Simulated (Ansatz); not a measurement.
## CsSbSe3 (model cell, started as cubic perovskite with Sb in the octahedra): relaxing the cell for a phonon run

Task: relax CsSbSe3 (model cell, started as cubic perovskite with Sb in the octahedra) tightly.

Program: Ansatz 0.2.0. Level of theory: DFT PBEsol, scalar-relativistic, plane waves, PAW; PAW set soft_1. Results are calculated unless marked as measured.

Most raw output is cut from this account.

The structure was built from a prototype and need not be the compound's stable phase.

### 1. The starting structure

Symmetry: Pm-3m, No. 221, cubic system. The conventional cell has a = 5.057 Å, b = 5.057 Å, c = 5.057 Å, α = 90.00°, β = 90.00°, γ = 90.00°. Nearest to Cs lie 12 Se at 3.58 Å. Sb has 6 Se at 2.53 Å nearest. Se has 2 Sb at 2.53 Å and 4 Cs at 3.58 Å nearest. Farther neighbours and most contacts between anions are not listed.

### 2. A coarse first look

First a cheap look: the gap decides the mesh and the occupations, the pressure tells how far the cell has to move.

Input file input.yaml:

```yaml
crystal:
  lattice:
    - [5.0568, 0.0, 0.0]
    - [0.0, 5.0568, 0.0]
    - [0.0, 0.0, 5.0568]
  atoms:
    - { symbol: Cs, position: [0.0, 0.0, 0.0] }
    - { symbol: Sb, position: [0.5, 0.5, 0.5] }
    - { symbol: Se, position: [0.5, 0.5, 0.0] }
    - { symbol: Se, position: [0.5, 0.0, 0.5] }
    - { symbol: Se, position: [0.0, 0.5, 0.5] }
kpoints:
  mp_grid: { grid: [4, 4, 4] }
hamiltonian:
  xc: pbesol
  pseudopotentials: { kind: paw, azcp: { folder: soft_1 }, xc_functional: pbe }
scf:
  occupations: { method: gaussian, width: 0.1 }
output:
  forces: true
  stress: true
  eigenvalues: true
```

The run is started by

```bash
ansatz run input.yaml --threads 8 --pin off --max-ram 16384MiB --backend cpu --events-out ev --progress --plain --runs-dir out
```

Elapsed: 0.81 s, on 8 threads of Arm Neoverse V2, shared host; peak memory 0.57 GiB; 4.6 s of CPU time.

This step gave:

```yaml
pressure: 10.94 GPa
volume_per_atom: 25.86 Å³
gap_on_the_k_mesh: 0 eV
```

The coarse mesh shows no gap and a pressure of 10.9 GPa.

### 3. Coarse relaxation

A rough relaxation comes first, because large forces or stress need no tight tolerances yet.

Edit input.yaml of step 2 so:

```diff
@@ -22 +22,6 @@
   eigenvalues: true
+relax:
+  adjacent_minimum: "off"
+  f_tol: 0.05
+  max_steps: 80
+  cell: { stress_tol: 0.5 }
```

It took 3.1 s on 8 threads; peak memory 0.64 GiB; 20 s of CPU time.

The steps of the relaxation:

```
step  energy less that of the first step (eV)  largest force component (eV/Å)  pressure (GPa)  volume (Å³)
   1                                   0.0000                          0.0000           10.94       129.31
   2                                  -0.6830                          0.0000            1.31       149.16
   3                                  -0.6989                          0.0000            0.34       152.34
  4*                                  -0.7008                          0.0000            0.34       152.34
```

Relaxation steps marked * repeat the geometry before them on a plane-wave basis chosen anew for their cell, so energy and pressure can jump there.

The run keeps the 48 symmetry operations that it works with, so distortions that break them were not tested.

```
conventional cell, symmetrised  before  after   change
                         a (Å)   5.057  5.341   +5.6 %
                         b (Å)   5.057  5.341   +5.6 %
                         c (Å)   5.057  5.341   +5.6 %
              volume (Å³/atom)   25.86  30.47  +17.8 %
```

Final coordinates:

```cif
data_structure
_symmetry_space_group_name_H-M 'P 1'
_symmetry_Int_Tables_number 1
_cell_length_a 5.3408
_cell_length_b 5.3408
_cell_length_c 5.3408
_cell_angle_alpha 90.000
_cell_angle_beta 90.000
_cell_angle_gamma 90.000
_cell_volume 152.34
loop_
_atom_site_label
_atom_site_type_symbol
_atom_site_fract_x
_atom_site_fract_y
_atom_site_fract_z
_atom_site_occupancy
Cs1 Cs 0.00000 0.00000 0.00000 1
Sb2 Sb 0.50000 0.50000 0.50000 1
Se3 Se 0.50000 0.50000 0.00000 1
Se4 Se 0.50000 0.00000 0.50000 1
Se5 Se 0.00000 0.50000 0.50000 1
```

Numbers from this step:

- pressure: 0.3357 GPa
- volume per atom: 30.47 Å³

In this step the volume went from 25.86 to 30.47 Å³/atom.

### 4. Relaxation

Harmonic phonons are second derivatives at a point where the forces vanish, and they are wanted at zero stress, so atoms and cell are relaxed first.

Edit input.yaml of step 3 so:

```diff
@@ -2,5 +2,5 @@
   lattice:
-    - [5.0568, 0.0, 0.0]
-    - [0.0, 5.0568, 0.0]
-    - [0.0, 0.0, 5.0568]
+    - [5.3407599956, 0.0, 0.0]
+    - [0.0, 5.3407599956, 0.0]
+    - [0.0, 0.0, 5.3407599956]
   atoms:
@@ -12,3 +12,3 @@
 kpoints:
-  mp_grid: { grid: [4, 4, 4] }
+  mp_grid: { grid: [8, 8, 8] }
 hamiltonian:
@@ -22,6 +22,10 @@
   eigenvalues: true
+  write_density: true
+  write_potential: true
+  elf: true
+  volumetric_format: npy
 relax:
   adjacent_minimum: "off"
-  f_tol: 0.05
+  f_tol: 0.005
   max_steps: 80
-  cell: { stress_tol: 0.5 }
+  cell: { stress_tol: 0.05 }
```

The job ended after 6.3 s (8 threads; peak memory 0.75 GiB; 46 s of CPU time).

The steps of the relaxation:

```
step  energy less that of the first step (eV)  largest force component (eV/Å)  pressure (GPa)  volume (Å³)
   1                                   0.0000                          0.0000            0.98       152.34
   2                                  -0.0105                          0.0000           -0.01       155.98
  3*                                  -0.0107                          0.0000           -0.01       155.98
```

Relaxation steps marked * repeat the geometry before them on a plane-wave basis chosen anew for their cell, so energy and pressure can jump there.

Forces are held to the 48 operations that the run works with; a distortion that breaks them can't arise in this run.

```
conventional cell, symmetrised  before  after  change
                         a (Å)   5.341  5.383  +0.8 %
                         b (Å)   5.341  5.383  +0.8 %
                         c (Å)   5.341  5.383  +0.8 %
              volume (Å³/atom)   30.47  31.20  +2.4 %
```

Final coordinates:

```xyz
5
Lattice="5.3829 0.0000 0.0000 0.0000 5.3829 0.0000 0.0000 0.0000 5.3829" Properties=species:S:1:pos:R:3 pbc="T T T"
Cs    0.0000    0.0000    0.0000
Sb    2.6915    2.6915    2.6915
Se    2.6915    2.6915    0.0000
Se    2.6915    0.0000    2.6915
Se    0.0000    2.6915    2.6915
```

This step gave:

- pressure: -0.008981 GPa
- volume per atom: 31.20 Å³

Electrostatic potential energy in the ac plane at fractional y = 0.500, with atoms of Sb and Se within 0.2 Å of it. With pseudopotentials it is smooth inside the atoms' cores, unlike the true potential.

Ten even steps from '_' (-35 eV) to '@' (11 eV), each cell a mean:
```
@@@@@@@@%%++**@@%%++##@@@@@@@@
@@@@@@@@@@##++++++++%%@@@@@@@@
@@@@@@@@@@%%##****%%@@@@@@@@@@
@@@@@@@@@@@@%%##%%%%@@@@@@@@@@
##%%@@@@@@%%**++++##%%@@@@%%##
++++##%%%%++..____::##%%%%++++
@@**++####::________++%%**++%%
@@##++####::________++##**++@@
##++**%%##==______..**%%##++**
++**%%@@%%##==::::++%%@@%%##++
%%@@@@@@@@%%######%%@@@@@@@@%%
@@@@@@@@@@@@%%####%%@@@@@@@@@@
@@@@@@@@@@%%**++++##@@@@@@@@@@
@@@@@@@@@@**++##**++%%@@@@@@@@
@@@@@@@@%%++##@@@@++##@@@@@@@@
```
Columns run along a (5.4 Å; values clipped at the 3rd and 97th percentile), rows up along c (5.4 Å). Atoms in or near the plane, at fractional coordinates: Sb at (0.50, 0.50), Se at (0.50, 0.00), Se at (0.00, 0.50).

ELF in the ac plane at fractional y = 0.500, with atoms of Sb and Se within 0.2 Å of it. It is the smooth field of the valence electrons, not physical close to the nuclei.

Values, 15 rows by 15 columns, each cell a mean:
```
0.02 0.03 0.16 0.52 0.78 0.81 0.59 0.27 0.38 0.73 0.81 0.70 0.35 0.07 0.02
0.09 0.06 0.08 0.29 0.61 0.74 0.71 0.62 0.65 0.74 0.70 0.47 0.17 0.06 0.07
0.41 0.27 0.12 0.12 0.30 0.53 0.63 0.65 0.65 0.60 0.44 0.20 0.10 0.17 0.35
0.74 0.62 0.34 0.14 0.16 0.33 0.45 0.50 0.49 0.41 0.24 0.13 0.20 0.47 0.70
0.83 0.78 0.60 0.32 0.24 0.34 0.38 0.39 0.39 0.37 0.29 0.24 0.44 0.70 0.81
0.71 0.75 0.69 0.50 0.38 0.37 0.30 0.22 0.24 0.35 0.37 0.41 0.60 0.74 0.73
0.27 0.52 0.68 0.58 0.43 0.35 0.15 0.06 0.08 0.24 0.39 0.49 0.65 0.65 0.38
0.16 0.44 0.68 0.59 0.44 0.34 0.12 0.06 0.06 0.22 0.39 0.50 0.65 0.62 0.27
0.52 0.66 0.70 0.55 0.41 0.36 0.23 0.12 0.15 0.30 0.38 0.45 0.63 0.71 0.59
0.81 0.79 0.66 0.42 0.31 0.36 0.36 0.34 0.35 0.37 0.34 0.33 0.53 0.74 0.81
0.80 0.73 0.47 0.21 0.18 0.31 0.41 0.44 0.43 0.38 0.24 0.16 0.30 0.61 0.78
0.59 0.43 0.19 0.11 0.21 0.42 0.55 0.59 0.58 0.50 0.32 0.14 0.12 0.29 0.52
0.20 0.12 0.08 0.19 0.47 0.66 0.70 0.68 0.68 0.69 0.60 0.34 0.12 0.08 0.16
0.03 0.04 0.12 0.43 0.73 0.79 0.66 0.44 0.52 0.75 0.78 0.62 0.27 0.06 0.03
0.01 0.03 0.20 0.59 0.80 0.81 0.52 0.16 0.27 0.71 0.83 0.74 0.41 0.09 0.02
```
Columns run along a (5.4 Å), rows up along c (5.4 Å). Atoms in or near the plane, at fractional coordinates: Sb at (0.50, 0.50), Se at (0.50, 0.00), Se at (0.00, 0.50).

Valence density in the ac plane at fractional y = 0.500, with atoms of Sb and Se within 0.2 Å of it. It is the smooth field of the valence electrons, not physical close to the nuclei.

Values in e/Å³, 15 rows by 15 columns, each cell a mean:
```
 0  0  0  0  0  1  5 20 13  2  0  0  0  0  0
 0  0  0  0  0  0  1  2  2  1  0  0  0  0  0
 0  0  0  0  0  0  0  1  1  0  0  0  0  0  0
 0  0  0  0  0  0  0  0  0  0  0  0  0  0  0
 1  0  0  0  0  0  0  1  1  0  0  0  0  0  0
 2  1  1  0  0  1  2  3  3  1  0  0  0  1  2
25  6  1  0  0  1  5 10  9  3  1  0  1  2 13
38  8  1  0  0  1  6 12 10  3  1  0  1  2 20
 8  3  1  0  0  1  3  6  5  2  0  0  0  1  5
 1  1  0  0  0  0  1  1  1  1  0  0  0  0  1
 0  0  0  0  0  0  0  0  0  0  0  0  0  0  0
 0  0  0  0  0  0  0  0  0  0  0  0  0  0  0
 0  0  0  0  0  0  1  1  1  1  0  0  0  0  0
 0  0  0  0  0  1  3  8  6  1  0  0  0  0  0
 0  0  0  0  0  1  8 38 25  2  1  0  0  0  0
```
Columns run along a (5.4 Å), rows up along c (5.4 Å). Atoms in or near the plane, at fractional coordinates: Sb at (0.50, 0.50), Se at (0.50, 0.00), Se at (0.00, 0.50).

In this step the volume went from 30.47 to 31.20 Å³/atom.

### 5. Tight relaxation

Phonons need a cell at rest on their own settings, so the relaxation is repeated with tight tolerances on forces and stress, using the mesh and the filling of the phonon run that follows.

input.yaml, the sections that differ from step 4:

```yaml
crystal:
  lattice:
    - [5.382928819, 0.0, 0.0]
    - [0.0, 5.382928819, 0.0]
    - [0.0, 0.0, 5.382928819]
  atoms:
    - { symbol: Cs, position: [0.0, 0.0, 0.0] }
    - { symbol: Sb, position: [0.5, 0.5, 0.5] }
    - { symbol: Se, position: [0.5, 0.5, 0.0] }
    - { symbol: Se, position: [0.5, 0.0, 0.5] }
    - { symbol: Se, position: [0.0, 0.5, 0.5] }
scf:
  occupations: { method: methfessel_paxton, width: 0.2 }
output:
  forces: true
  stress: true
  eigenvalues: true
relax:
  adjacent_minimum: "off"
  f_tol: 0.001
  max_steps: 60
  cell: { stress_tol: 0.01 }
# kpoints, hamiltonian: as in step 4
```

It took 6.1 s on 8 threads; peak memory 0.76 GiB.

Little changed from the start: no atom moved by 0.005 Å and no cell edge by 0.1 %.

This step gave:

* pressure: -8.33e-4 GPa
* volume per atom: 31.18 Å³

The forces vanish by symmetry and the pressure is -0.001 GPa, within the tolerances set. The cell now holds 31.18 Å³/atom.

### 6. What came out

| Quantity | Value |
| --- | --- |
| space group after relaxation (within 0.01 Å) | Pm-3m |
| lattice constant a | 5.382 Å |
| lattice constant b | 5.382 Å |
| lattice constant c | 5.382 Å |
| volume per atom | 31.2 Å³ |

The forces vanish by symmetry and the pressure is -0.001 GPa, within the tolerances set. The cell now holds 31.18 Å³/atom. The relaxation keeps the symmetry of its start, so it says nothing on stability against lower symmetry. Spin-orbit coupling is left out, which can matter for the heavy elements here. The PAW files were made for PBE and serve the other functionals too. The starting cell was built on a prototype and not taken from a measurement, so the phase need not exist.

[Logs are printed without paths, hosts, clocks, repeated set-up lines and the standing remarks that a program may print on its own settings, such as how far it seeks lower states.]

[Hosts, paths, dates, database ids (printed as entryN), source tags and the programs' standing remarks are cut or masked in the printed files.]
